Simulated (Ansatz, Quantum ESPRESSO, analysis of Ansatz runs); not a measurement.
# Migration in Na2WO4 (Fd-3m): V_Na hop (3.2 Å), charge −1, part 2 of 3

Aim: the barrier of one jump in Na2WO4 (Fd-3m) at charge −1: V_Na hop (3.2 Å). The model is a cell of 56 host atoms with 1 Na taken out; Na is the atom that moves.

Ansatz 0.2.0; plane-wave PAW DFT, PBEsol; nudged elastic band between two relaxed defect structures at fixed charge in a uniform background.

So far: The structure; Relaxation of the start point, charge −1; Relaxation of the end point, charge −1.

### 4. Nudged elastic band, charge −1

5 movable images are laid between the ends on a pair-potential path, which keeps atoms from colliding in the first guess. Each image feels the true force across the path and a spring force along it. The highest image is set to climb to the top of the path.

This step: plane-wave PAW DFT, PBEsol; nudged elastic band between two relaxed defect structures at fixed charge in a uniform background.

qm1.neb/input.yaml

```yaml
crystal:
  lattice:
    - [9.1091061, 0.0, 0.0]
    - [0.0, 9.1091061, 0.0]
    - [0.0, 0.0, 9.1091061]
  atoms:
    - { symbol: Na, position: [0.11500262, 0.36925578, 0.38570513] }
    - { symbol: Na, position: [0.1238184, 0.87476554, 0.87381473] }
    - { symbol: Na, position: [0.63572928, 0.38029365, 0.86500691] }
    - { symbol: Na, position: [0.62690936, 0.87480467, 0.37688358] }
    - { symbol: Na, position: [0.37534375, 0.1263028, 0.37690952] }
    - { symbol: Na, position: [0.37534651, 0.62325476, 0.87385697] }
    - { symbol: Na, position: [0.88083711, 0.13510614, 0.86498974] }
    - { symbol: Na, position: [0.86980293, 0.61434636, 0.38573109] }
    - { symbol: Na, position: [0.37537154, 0.37479172, 0.12539815] }
    - { symbol: Na, position: [0.37535937, 0.87476501, 0.62536172] }
    - { symbol: Na, position: [0.87536871, 0.87477038, 0.12535765] }
    - { symbol: Na, position: [0.12386248, 0.12630555, 0.12532651] }
    - { symbol: Na, position: [0.1149837, 0.61439056, 0.63084694] }
    - { symbol: Na, position: [0.63570031, 0.1351491, 0.61985753] }
    - { symbol: Na, position: [0.6268998, 0.62327115, 0.12535138] }
    - { symbol: W, position: [0.25879601, 0.24708339, 0.75302511] }
    - { symbol: W, position: [0.25027269, 0.74966738, 0.25041241] }
    - { symbol: W, position: [0.74768967, 0.24709909, 0.24185012] }
    - { symbol: W, position: [0.74766568, 0.75823608, 0.75299201] }
    - { symbol: W, position: [0.00305026, -0.00869395, 0.4976855] }
    - { symbol: W, position: [0.00303543, 0.50243578, 0.00885474] }
    - { symbol: W, position: [0.50046608, -0.00010914, 0.00031484] }
    - { symbol: W, position: [0.49190009, 0.50245202, 0.49774162] }
    - { symbol: O, position: [0.37051402, 0.13273722, 0.63858779] }
    - { symbol: O, position: [0.36392337, 0.63707114, 0.13673873] }
    - { symbol: O, position: [0.8621134, 0.13274486, 0.13013313] }
    - { symbol: O, position: [0.86173519, 0.65067908, 0.63890972] }
    - { symbol: O, position: [0.15127415, 0.36116687, 0.63892435] }
    - { symbol: O, position: [0.1376747, 0.86331437, 0.13673734] }
    - { symbol: O, position: [0.63335468, 0.36152594, 0.13011364] }
    - { symbol: O, position: [0.63332019, 0.86996071, 0.6385568] }
    - { symbol: O, position: [0.14102131, 0.13540715, 0.86468249] }
    - { symbol: O, position: [0.13712625, 0.63652256, 0.36352954] }
    - { symbol: O, position: [0.63600275, 0.13543931, 0.35961189] }
    - { symbol: O, position: [0.63598517, 0.64048576, 0.86466583] }
    - { symbol: O, position: [0.37053337, 0.36151081, 0.86733436] }
    - { symbol: O, position: [0.36391393, 0.86332959, 0.36300047] }
    - { symbol: O, position: [0.86178492, 0.36119037, 0.34934356] }
    - { symbol: O, position: [0.8620998, 0.86996537, 0.86730212] }
    - { symbol: O, position: [0.38682075, 0.11249438, 0.11398504] }
    - { symbol: O, position: [0.38019138, 0.61678276, 0.61220469] }
    - { symbol: O, position: [0.88894369, 0.09883085, 0.61176013] }
    - { symbol: O, position: [0.88862702, 0.61677777, 0.1206057] }
    - { symbol: O, position: [0.11739757, 0.3880203, 0.12058092] }
    - { symbol: O, position: [0.11737275, 0.87958415, 0.6121458] }
    - { symbol: O, position: [0.59946973, 0.38837924, 0.61181211] }
    - { symbol: O, position: [0.61307547, 0.88624174, 0.11397698] }
    - { symbol: O, position: [0.11473612, 0.10906187, 0.38602273] }
    - { symbol: O, position: [0.11469264, 0.61411482, 0.89108876] }
    - { symbol: O, position: [0.6136044, 0.11303207, 0.88718524] }
    - { symbol: O, position: [0.60962488, 0.61414432, 0.38605238] }
    - { symbol: O, position: [0.38015875, 0.38801757, 0.3834427] }
    - { symbol: O, position: [0.38680683, 0.88623949, 0.88773735] }
    - { symbol: O, position: [0.88893286, 0.38833614, 0.90137346] }
    - { symbol: O, position: [0.88864588, 0.87954779, 0.38337519] }
total_charge: -1
basis:
  ecutwfc: 420
  xc_grid: 2
hamiltonian:
  xc: pbesol
kpoints:
  mp_grid: { grid: [1, 1, 1], shift: [0.25, 0.25, 0.25] }
scf:
  occupations: { method: fixed }
  max_iter: 120
output:
  forces: true
neb:
  images: 5
  f_tol: 0.04
  climbing: true
  initial_path: idpp
  max_iterations: 45
  order_check: false
  final_atoms:
    - { symbol: Na, position: [-0.11385038, 0.36919446, 0.61456772] }
    - { symbol: Na, position: [0.12577506, 0.87477314, 0.8749593] }
[... 5 atom lines left out ...]
    - { symbol: Na, position: [0.88613901, 0.61436693, 0.36938748] }
[... 4 atom lines left out ...]
    - { symbol: Na, position: [0.13133375, 0.61438487, 0.61456775] }
[... 2 atom lines left out ...]
    - { symbol: W, position: [0.25341829, 0.24708212, 0.75840811] }
[... 1 atom line left out ...]
    - { symbol: W, position: [0.74227736, 0.24708645, 0.24727693] }
[... 1 atom line left out ...]
    - { symbol: W, position: [-0.00188234, -0.00869267, 0.50264529] }
[... 6 atom lines left out ...]
    - { symbol: O, position: [0.86394852, 0.63650116, 0.63670177] }
    - { symbol: O, position: [0.13933894, 0.36114317, 0.65083804] }
[... 4 atom lines left out ...]
    - { symbol: O, position: [0.13933199, 0.65067903, 0.36132584] }
[... 4 atom lines left out ...]
    - { symbol: O, position: [0.84982711, 0.36114736, 0.36134753] }
[... 3 atom lines left out ...]
    - { symbol: O, position: [0.88642646, 0.10902194, 0.6143382] }
[... 5 atom lines left out ...]
    - { symbol: O, position: [0.11220921, 0.09886194, 0.38858093] }
[... 6 atom lines left out ...]
    - { symbol: O, position: [0.88383188, 0.87956837, 0.38818594] }
```

Launch:

```
> ansatz run input.yaml --threads 16 --pin off --max-ram 26378MiB --backend cpu --events-out ev --progress --plain --runs-dir out
```

Numbers of over 12 decimals in the logs are rounded to 6 here.

Log:

```text
[...]
Warning: neb: disabling space-group detection — the band's intermediate images generally break the endpoint symmetry, so the full k-mesh is solved, and no spatial operation symmetrises the density, except that a semilocal band can use its path's symmetry [...]
[...]
parallel-image band execution: 5 concurrent image workers
NEB image 0
Crystal: 55 atoms, lattice volume = 755.835 Å³
Basis set: ecut = 420 eV, 14771 PW (Γ), exchange–correlation on 128×128×128 points (8 copies of the dense FFT grid, shifted against one another)
Bands: 275, of which v1, the nominal top of the filled ones, is band 220 counted from 1 (219 counted from 0)
Symmetry: 1 space group operations
k-points: 1
[...]
SCF iter   1: F=—  HF=-122168.630955 eV  |F-HF|=—  |Δ(HF+E_count)|=         —  Δρ=1.75e-2  dr2=2.06e0  ethr=1.77e-3  ⟨swp⟩=5.0  Hψ=842  notcnv=0  defer=38
[...]
SCF iter  10: F=-122168.125177 eV  HF=-122168.125177 eV  |F-HF|=9.62e-8  |Δ(HF+E_count)|=   2.77e-7  Δρ=3.23e-6  dr2=9.92e-8  ethr=2.27e-11  ⟨swp⟩=2.0  Hψ=827  notcnv=0
SCF 1 converged in 10 iterations: F = -122168.125177 eV  dr2 = 9.92e-8
[...]
NSCF: frozen V_eff on 1 k-points
NEB image 6
SCF iter   1: F=—  HF=-122168.630835 eV  |F-HF|=—  |Δ(HF+E_count)|=         —  Δρ=1.75e-2  dr2=2.06e0  ethr=1.77e-3  ⟨swp⟩=5.0  Hψ=843  notcnv=0  defer=39
[...]
SCF iter  10: F=-122168.125189 eV  HF=-122168.125189 eV  |F-HF|=9.53e-8  |Δ(HF+E_count)|=   3.04e-7  Δρ=3.19e-6  dr2=9.67e-8  ethr=2.27e-11  ⟨swp⟩=3.0  Hψ=831  notcnv=0
SCF 2 converged in 10 iterations: F = -122168.125189 eV  dr2 = 9.67e-8
[...]
NEB end point (image 0): max|allowed force component| = 8.809e-3 eV/Å (the criterion of neb.relax_end_points is 1.000e-2)
NEB end point (image 6): max|allowed force component| = 7.740e-4 eV/Å (the criterion of neb.relax_end_points is 1.000e-2)
NEB image 1
SCF iter   1: F=—  HF=-122168.337670 eV  |F-HF|=—  |Δ(HF+E_count)|=         —  Δρ=1.74e-2  dr2=2.04e0  ethr=1.77e-3  ⟨swp⟩=5.0  Hψ=835  notcnv=0  defer=48
[...]
SCF iter  11: F=-122167.834713 eV  HF=-122167.834713 eV  |F-HF|=1.68e-8  |Δ(HF+E_count)|=   1.05e-7  Δρ=2.62e-6  dr2=5.91e-8  ethr=2.27e-11  ⟨swp⟩=4.0  Hψ=805  notcnv=0
SCF 3 converged in 11 iterations: F = -122167.834713 eV  dr2 = 5.91e-8
NEB image 2
SCF iter   1: F=—  HF=-122167.799559 eV  |F-HF|=—  |Δ(HF+E_count)|=         —  Δρ=1.73e-2  dr2=2.02e0  ethr=1.77e-3  ⟨swp⟩=5.0  Hψ=797  notcnv=0  defer=50
[...]
SCF iter  11: F=-122167.300105 eV  HF=-122167.300105 eV  |F-HF|=8.76e-9  |Δ(HF+E_count)|=   4.18e-8  Δρ=2.08e-6  dr2=4.00e-8  ethr=2.27e-11  ⟨swp⟩=2.0  Hψ=852  notcnv=0
SCF 4 converged in 11 iterations: F = -122167.300105 eV  dr2 = 4.00e-8
NEB image 3
SCF iter   1: F=—  HF=-122167.590593 eV  |F-HF|=—  |Δ(HF+E_count)|=         —  Δρ=1.73e-2  dr2=2.00e0  ethr=1.77e-3  ⟨swp⟩=5.0  Hψ=820  notcnv=0  defer=51
[...]
SCF iter  11: F=-122167.092871 eV  HF=-122167.092871 eV  |F-HF|=1.35e-8  |Δ(HF+E_count)|=   3.24e-8  Δρ=2.32e-6  dr2=4.53e-8  ethr=2.27e-11  ⟨swp⟩=4.0  Hψ=792  notcnv=0
SCF 5 converged in 11 iterations: F = -122167.092871 eV  dr2 = 4.53e-8
NEB image 4
SCF iter   1: F=—  HF=-122167.799361 eV  |F-HF|=—  |Δ(HF+E_count)|=         —  Δρ=1.73e-2  dr2=2.02e0  ethr=1.77e-3  ⟨swp⟩=5.0  Hψ=797  notcnv=0  defer=50
[...]
SCF iter  11: F=-122167.299987 eV  HF=-122167.299987 eV  |F-HF|=1.08e-8  |Δ(HF+E_count)|=   3.96e-8  Δρ=2.03e-6  dr2=3.85e-8  ethr=2.27e-11  ⟨swp⟩=2.0  Hψ=852  notcnv=0
SCF 6 converged in 11 iterations: F = -122167.299987 eV  dr2 = 3.85e-8
NEB image 5
SCF iter   1: F=—  HF=-122168.337594 eV  |F-HF|=—  |Δ(HF+E_count)|=         —  Δρ=1.74e-2  dr2=2.04e0  ethr=1.77e-3  ⟨swp⟩=5.0  Hψ=829  notcnv=0  defer=48
[...]
SCF iter  11: F=-122167.834507 eV  HF=-122167.834507 eV  |F-HF|=1.61e-8  |Δ(HF+E_count)|=   1.03e-7  Δρ=2.61e-6  dr2=5.87e-8  ethr=2.27e-11  ⟨swp⟩=4.0  Hψ=805  notcnv=0
SCF 7 converged in 11 iterations: F = -122167.834507 eV  dr2 = 5.87e-8
NEB iter   1: max|band force component| = 2.157e0 eV/Å  barrier→ = 1.0323 eV  barrier← = 1.0323 eV  Δτ_max = 0.1228 Å  (75 SCF iters)
NEB image 1
[...]
iter 1 solved again at ethr=2.98e-5 eV; its pass at ethr=3.10e-3 eV (dr2=1.31e-1 eV) is discarded
[...]
SCF iter  10: F=-122167.947123 eV  HF=-122167.947123 eV  |F-HF|=1.33e-8  |Δ(HF+E_count)|=   4.84e-8  Δρ=2.39e-6  dr2=5.08e-8  ethr=2.27e-11  ⟨swp⟩=2.0  Hψ=831  notcnv=0
SCF 8 converged in 10 iterations: F = -122167.947123 eV  dr2 = 5.08e-8
NEB image 2
[...]
SCF iter  10: F=-122167.635975 eV  HF=-122167.635975 eV  |F-HF|=1.02e-9  |Δ(HF+E_count)|=   1.96e-9  Δρ=2.82e-6  dr2=7.65e-8  ethr=2.27e-11  ⟨swp⟩=2.0  Hψ=820  notcnv=0
SCF 9 converged in 10 iterations: F = -122167.635975 eV  dr2 = 7.65e-8
NEB image 3
[...]
SCF iter  10: F=-122167.502209 eV  HF=-122167.502208 eV  |F-HF|=3.23e-8  |Δ(HF+E_count)|=   3.17e-8  Δρ=2.05e-6  dr2=3.97e-8  ethr=2.27e-11  ⟨swp⟩=4.0  Hψ=808  notcnv=0
SCF 10 converged in 10 iterations: F = -122167.502209 eV  dr2 = 3.97e-8
NEB image 4
[...]
SCF iter  10: F=-122167.635673 eV  HF=-122167.635673 eV  |F-HF|=1.08e-9  |Δ(HF+E_count)|=   3.45e-9  Δρ=2.82e-6  dr2=7.65e-8  ethr=2.27e-11  ⟨swp⟩=2.0  Hψ=821  notcnv=0
SCF 11 converged in 10 iterations: F = -122167.635673 eV  dr2 = 7.65e-8
NEB image 5
[...]
SCF iter  10: F=-122167.946739 eV  HF=-122167.946739 eV  |F-HF|=1.41e-8  |Δ(HF+E_count)|=   4.86e-8  Δρ=2.41e-6  dr2=5.16e-8  ethr=2.27e-11  ⟨swp⟩=2.0  Hψ=821  notcnv=0
SCF 12 converged in 10 iterations: F = -122167.946739 eV  dr2 = 5.16e-8
NEB iter   2: max|band force component| = 4.613e-1 eV/Å  barrier→ = 0.6230 eV  barrier← = 0.6230 eV  CI = image 3  Δτ_max = 0.0779 Å  (50 SCF iters)
NEB image 1
[...]
SCF iter   9: F=-122167.958454 eV  HF=-122167.958454 eV  |F-HF|=8.86e-9  |Δ(HF+E_count)|=   3.37e-8  Δρ=1.30e-6  dr2=1.43e-8  ethr=2.27e-11  ⟨swp⟩=4.0  Hψ=715  notcnv=0
SCF 13 converged in 9 iterations: F = -122167.958454 eV  dr2 = 1.43e-8
NEB image 2
[...]
SCF iter   9: F=-122167.672827 eV  HF=-122167.672827 eV  |F-HF|=1.93e-8  |Δ(HF+E_count)|=   4.00e-8  Δρ=2.03e-6  dr2=3.44e-8  ethr=2.27e-11  ⟨swp⟩=2.0  Hψ=846  notcnv=0
SCF 14 converged in 9 iterations: F = -122167.672827 eV  dr2 = 3.44e-8
NEB image 3
[...]
NEB iter   5: max|band force component| = 3.224e-2 eV/Å  barrier→ = 0.5295 eV  barrier← = 0.5295 eV  CI = image 3  Δτ_max = 0.0349 Å  (43 SCF iters)
[...]
NEB iter   6: max|band force component| = 4.951e-2 eV/Å  barrier→ = 0.5282 eV  barrier← = 0.5283 eV  CI = image 3  Δτ_max = 0.0312 Å  (9 SCF iters)
NEB image 1
[...]
SCF iter   9: F=-122167.955275 eV  HF=-122167.955275 eV  |F-HF|=5.62e-9  |Δ(HF+E_count)|=   2.36e-8  Δρ=9.66e-7  dr2=8.09e-9  ethr=2.27e-11  ⟨swp⟩=4.0  Hψ=759  notcnv=0
SCF 29 converged in 9 iterations: F = -122167.955275 eV  dr2 = 8.09e-9
NEB image 2
[...]
SCF iter   9: F=-122167.683886 eV  HF=-122167.683886 eV  |F-HF|=2.11e-9  |Δ(HF+E_count)|=   2.27e-8  Δρ=7.84e-7  dr2=6.22e-9  ethr=2.27e-11  ⟨swp⟩=4.0  Hψ=733  notcnv=0
SCF 30 converged in 9 iterations: F = -122167.683886 eV  dr2 = 6.22e-9
NEB image 3
[...]
SCF iter   8: F=-122167.597371 eV  HF=-122167.597371 eV  |F-HF|=2.23e-8  |Δ(HF+E_count)|=   8.49e-8  Δρ=1.76e-6  dr2=3.18e-8  ethr=2.27e-11  ⟨swp⟩=2.0  Hψ=847  notcnv=0
SCF 31 converged in 8 iterations: F = -122167.597371 eV  dr2 = 3.18e-8
NEB image 4
[...]
SCF iter   9: F=-122167.683812 eV  HF=-122167.683812 eV  |F-HF|=2.12e-9  |Δ(HF+E_count)|=   2.32e-8  Δρ=7.86e-7  dr2=6.25e-9  ethr=2.27e-11  ⟨swp⟩=4.0  Hψ=733  notcnv=0
SCF 32 converged in 9 iterations: F = -122167.683812 eV  dr2 = 6.25e-9
NEB image 5
[...]
SCF iter   9: F=-122167.955027 eV  HF=-122167.955027 eV  |F-HF|=5.91e-9  |Δ(HF+E_count)|=   2.52e-8  Δρ=9.86e-7  dr2=8.35e-9  ethr=2.27e-11  ⟨swp⟩=4.0  Hψ=759  notcnv=0
SCF 33 converged in 9 iterations: F = -122167.955027 eV  dr2 = 8.35e-9
NEB image 1
[...]
NEB image 2
[...]
NEB image 4
[...]
NEB image 5
[...]
NEB image 3
[...]
the band table was solved once a step of the walk had ended and its energy, with any forces and stress, was formed, with the checks that follow a solve (1095 applications of the Hamiltonian). They found nothing against the state; [...]
NEB iter   7: max|band force component| = 2.978e-2 eV/Å  barrier→ = 0.5278 eV  barrier← = 0.5278 eV  CI = image 3  Δτ_max = 0.0000 Å  (44 SCF iters)
SCF converged after 8 iterations
Free energy (F): -122167.597371 eV
[...]
Internal energy: -122167.597371 eV  (E = F + TS)
E sigma→0 (E₀):  -122167.597371 eV
Fermi energy:    4.215547 eV
[...]
--- Forces (eV/Å), atoms counted from 1 ---
  atom   1  Na     0.00178085    -0.00153489     0.00177364
  atom   2  Na    -0.00161990     0.00061992    -0.00165958
  [... 5 atoms left out ...]
  atom   8  Na    -0.00131809    -0.00040709    -0.00135229
  [... 4 atoms left out ...]
  atom  13  Na     0.00115130    -0.00061164     0.00110527
  [... 4 atoms left out ...]
  atom  18  W     -0.00421404     0.00041101    -0.00420068
  [... 8 atoms left out ...]
  atom  27  O     -0.00078278    -0.00017696     0.00077859
  atom  28  O     -0.00679325    -0.00089546    -0.00683928
  [... 4 atoms left out ...]
  atom  33  O      0.00074530    -0.00019196    -0.00074791
  [... 4 atoms left out ...]
  atom  38  O      0.00430601    -0.00128694     0.00425098
  [... 3 atoms left out ...]
  atom  42  O      0.00493379    -0.00526169    -0.00477061
  [... 5 atoms left out ...]
  atom  48  O     -0.00482985    -0.00520211     0.00499024
  [... 7 atoms left out ...]
  max |Σ_I F_I| component: 7.34e-5 eV/Å
--- Band table (eV) ---
[...]
this run last wrote the band of iteration 7 to <dir>; this run last wrote the band within `neb.f_tol` of iteration 5 to <dir>
--- NEB band (7 images, 7 band iterations, 312 SCF iterations) ---
  forward barrier  = 0.527805 eV
  backward barrier = 0.527817 eV
  climbing image's point = of an order that was not read
  energies are F+E_penalty+E_count in eV, relative to image 0
  image     s (Å)  Δ vs image 0  max|band force component| (eV/Å)
      0    0.0000      0.000000                                 —
      1    0.5735      0.169902                          2.442e-2
      2    1.1471      0.441291                          2.978e-2
  *   3    1.7207      0.527805                          2.703e-2
      4    2.2941      0.441365                          2.973e-2
      5    2.8674      0.170150                          2.428e-2
      6    3.4406     -0.000012                                 —
  climbing-image geometry (image 3):
  cell:  # Å, volume = 755.8355 Å³
    - [9.1091061, 0.0, 0.0]
    - [0.0, 9.1091061, 0.0]
    - [0.0, 0.0, 9.1091061]
  atoms:
    - { symbol: Na, position: [0.000534, 0.316753, 0.500133] }
    - { symbol: Na, position: [0.126799, 0.874597, 0.878168] }
    - { symbol: Na, position: [0.636507, 0.380326, 0.864243] }
    - { symbol: Na, position: [0.622537, 0.874600, 0.373893] }
    - { symbol: Na, position: [0.368176, 0.133680, 0.380569] }
    - { symbol: Na, position: [0.376259, 0.621573, 0.875852] }
    - { symbol: Na, position: [0.880977, 0.133680, 0.867770] }
    - { symbol: Na, position: [0.875064, 0.619150, 0.374658] }
    - { symbol: Na, position: [0.364650, 0.380326, 0.136100] }
    - { symbol: Na, position: [0.378574, 0.874598, 0.626392] }
    - { symbol: Na, position: [0.874299, 0.874601, 0.122131] }
    - { symbol: Na, position: [0.120159, 0.133646, 0.132516] }
    - { symbol: Na, position: [0.126076, 0.619171, 0.625670] }
    - { symbol: Na, position: [0.632921, 0.133646, 0.619751] }
    - { symbol: Na, position: [0.624880, 0.621573, 0.124473] }
    - { symbol: W, position: [0.266125, 0.246555, 0.765721] }
    - { symbol: W, position: [0.249606, 0.755761, 0.251065] }
    - { symbol: W, position: [0.734981, 0.246552, 0.234577] }
    - { symbol: W, position: [0.751473, 0.755760, 0.749198] }
    - { symbol: W, position: [0.000575, -0.015501, 0.500170] }
    - { symbol: W, position: [0.000592, 0.504075, 0.000196] }
    - { symbol: W, position: [0.500566, -0.002373, 0.000161] }
    - { symbol: W, position: [0.500603, 0.504075, 0.500185] }
    - { symbol: O, position: [0.371792, 0.134146, 0.643687] }
    - { symbol: O, position: [0.362495, 0.641028, 0.138162] }
    - { symbol: O, position: [0.856976, 0.134143, 0.128876] }
    - { symbol: O, position: [0.865633, 0.647076, 0.635019] }
    - { symbol: O, position: [0.160532, 0.369904, 0.660130] }
    - { symbol: O, position: [0.135774, 0.869331, 0.137920] }
    - { symbol: O, position: [0.621205, 0.358070, 0.120799] }
    - { symbol: O, position: [0.638329, 0.869331, 0.635365] }
    - { symbol: O, position: [0.144094, 0.134144, 0.871388] }
    - { symbol: O, position: [0.135427, 0.647078, 0.365226] }
    - { symbol: O, position: [0.629279, 0.134141, 0.356569] }
    - { symbol: O, position: [0.638570, 0.641028, 0.862087] }
    - { symbol: O, position: [0.379891, 0.358071, 0.879485] }
    - { symbol: O, position: [0.362727, 0.869358, 0.364863] }
    - { symbol: O, position: [0.840573, 0.369884, 0.340172] }
    - { symbol: O, position: [0.865271, 0.869358, 0.862318] }
    - { symbol: O, position: [0.386972, 0.109909, 0.113786] }
    - { symbol: O, position: [0.387282, 0.617372, 0.614945] }
    - { symbol: O, position: [0.891467, 0.105171, 0.609275] }
    - { symbol: O, position: [0.885842, 0.617371, 0.113524] }
    - { symbol: O, position: [0.113193, 0.389070, 0.109943] }
    - { symbol: O, position: [0.116583, 0.877496, 0.616179] }
    - { symbol: O, position: [0.610351, 0.389070, 0.612785] }
    - { symbol: O, position: [0.613899, 0.884257, 0.113494] }
    - { symbol: O, position: [0.109682, 0.105167, 0.391060] }
    - { symbol: O, position: [0.115352, 0.617371, 0.886874] }
    - { symbol: O, position: [0.614191, 0.109908, 0.886567] }
    - { symbol: O, position: [0.613932, 0.617370, 0.385435] }
    - { symbol: O, position: [0.390857, 0.389086, 0.387606] }
    - { symbol: O, position: [0.387254, 0.884247, 0.886849] }
    - { symbol: O, position: [0.888014, 0.389086, 0.890450] }
    - { symbol: O, position: [0.884604, 0.877449, 0.384200] }
```

The job ended after 3.2 min (16 threads of Arm Neoverse N1, shared host; peak memory 5.7 GiB).

In the SCF lines HF is the Harris–Foulkes energy and dr2 the Hartree energy of the density residual, in eV; the loop may stop once dr2 is under the threshold and the program's other checks hold. Hψ counts applications of the Hamiltonian.

The path, image by image:

```
image  path (Å)  energy (eV)      Na1: x, y, z (Å)
    0     0.000       0.0000   1.048, 3.364, 3.513
    1     0.574       0.1699   0.740, 3.199, 3.819
    2     1.147       0.4413   0.386, 3.003, 4.175
    3     1.721       0.5278   0.005, 2.885, 4.556
    4     2.294       0.4414  -0.376, 3.003, 4.937
    5     2.867       0.1701  -0.731, 3.199, 5.291
    6     3.441       0.0000  -1.037, 3.363, 5.598
```

Read from the output:

```
free energy      : -122167.5974 eV
barrier forward  : 0.5278 eV
barrier backward : 0.5278 eV
end less start   : -1.21e-5 eV
hop length       : 2.948 Å
```

Track of the atom that was set to move:

```
image   x (Å)  y (Å)  z (Å)  nearest neighbour  distance (Å)
    0   1.048  3.364  3.513                  O         2.331
    1    0.74  3.199  3.819                  O         2.224
    2   0.386  3.003  4.175                  O         2.136
    3   0.005  2.885  4.556                  O         2.117
    4  -0.376  3.003  4.937                  O         2.136
    5  -0.731  3.199  5.291                  O         2.224
    6  -1.037  3.363  5.598                  O         2.331
```

The band met its tolerance of 0.04 eV/Å after 7 iterations, with image 3 on top (the start counts as 0). Na1, which moves farthest between the ends, has 6 O at 2.33 to 2.45 Å nearest at the start and 4 O at 2.12 to 2.39 Å at the top.

(Continued in part 3 of 3.)

[Logs are printed without paths, hosts, clocks, repeated set-up lines and the standing remarks that a program may print on its own settings, such as how far it seeks lower states.]

[Hosts, paths, dates, database ids (printed as entryN), source tags and the programs' standing remarks are cut or masked in the printed files.]
